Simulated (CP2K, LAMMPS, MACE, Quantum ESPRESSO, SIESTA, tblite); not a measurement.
# Bulk modulus two ways: glassy 45P2O5-55ZnO (mol %) (85 atoms), SIESTA DZP, PBE

The cell holds 85 atoms (18 P, 11 Zn and 56 O). Recipe: 85 atoms (18 P, 11 Zn, 56 O) placed at random at 3.06 g/cm³, melted at 4000 K for 10 ps at fixed volume with the Morse and Coulomb pair potential with partial charges (Pedone, Malavasi, Menziani, Cormack and Segre, J. Phys. Chem. B 110, 11780 (2006)). Quenched from 4000 K to 300 K at 500 K/ps and fixed volume, held 10 ps at zero pressure, then minimised at fixed cell. Then the atoms were relaxed with MACE MP-0b3 medium in the fixed cell.

Calculated with SIESTA 5.4.2: PBE; DZP orbitals, shift 0.01 Ry, mesh 500 Ry; k-points Γ. The cell is scaled evenly by ±3 % in volume, and MACE MP-0b3 medium relaxes the atoms at each volume before the single point.

```
volume (Å³/atom)  energy less the middle row's (meV/atom)  pressure (GPa)
          14.213                                   -7.689           1.477
          14.652                                    0.000           0.379
          15.092                                   10.011          -0.649
```

**Question.** Find the bulk modulus at the middle volume from the pressures and from the energies, and check the printed pressure against the slope of the energy (1 meV/Å³ = 0.16022 GPa).

Worked:

The step is h = 0.4396 Å³. From pressures: B = −V dP/dV = 14.652 × (1.477 − (-0.649)) / (2 × 0.4396) = 35.4 GPa.

From energies: B = V d²E/dV² = 14.652 × (-7.689 + (10.011)) / 0.4396² = 176.1 meV/Å³ = 28.2 GPa.

Slope: P = −dE/dV = −(10.011 − (-7.689)) / (2 × 0.4396) = -20.1 meV/Å³ = -3.23 GPa, against 0.38 GPa printed.

The modulus from energies lies 20 % under that from pressures.

A central difference over ±3 % overstates P by about B(1 + B′)(0.03)²/6, some 0.03 GPa for B′ = 4, which is small against the gap found. The atoms follow MACE MP-0b3 medium, so this level's forces do work along the path, which enters the energies but not the printed pressures.

Limits: three points, a static cell at zero temperature, the cell shape held.

[Logs are printed without paths, hosts, clocks, repeated set-up lines and the standing remarks that a program may print on its own settings, such as how far it seeks lower states.]

[Hosts, paths, dates, database ids (printed as entryN), source tags and the programs' standing remarks are cut or masked in the printed files.]
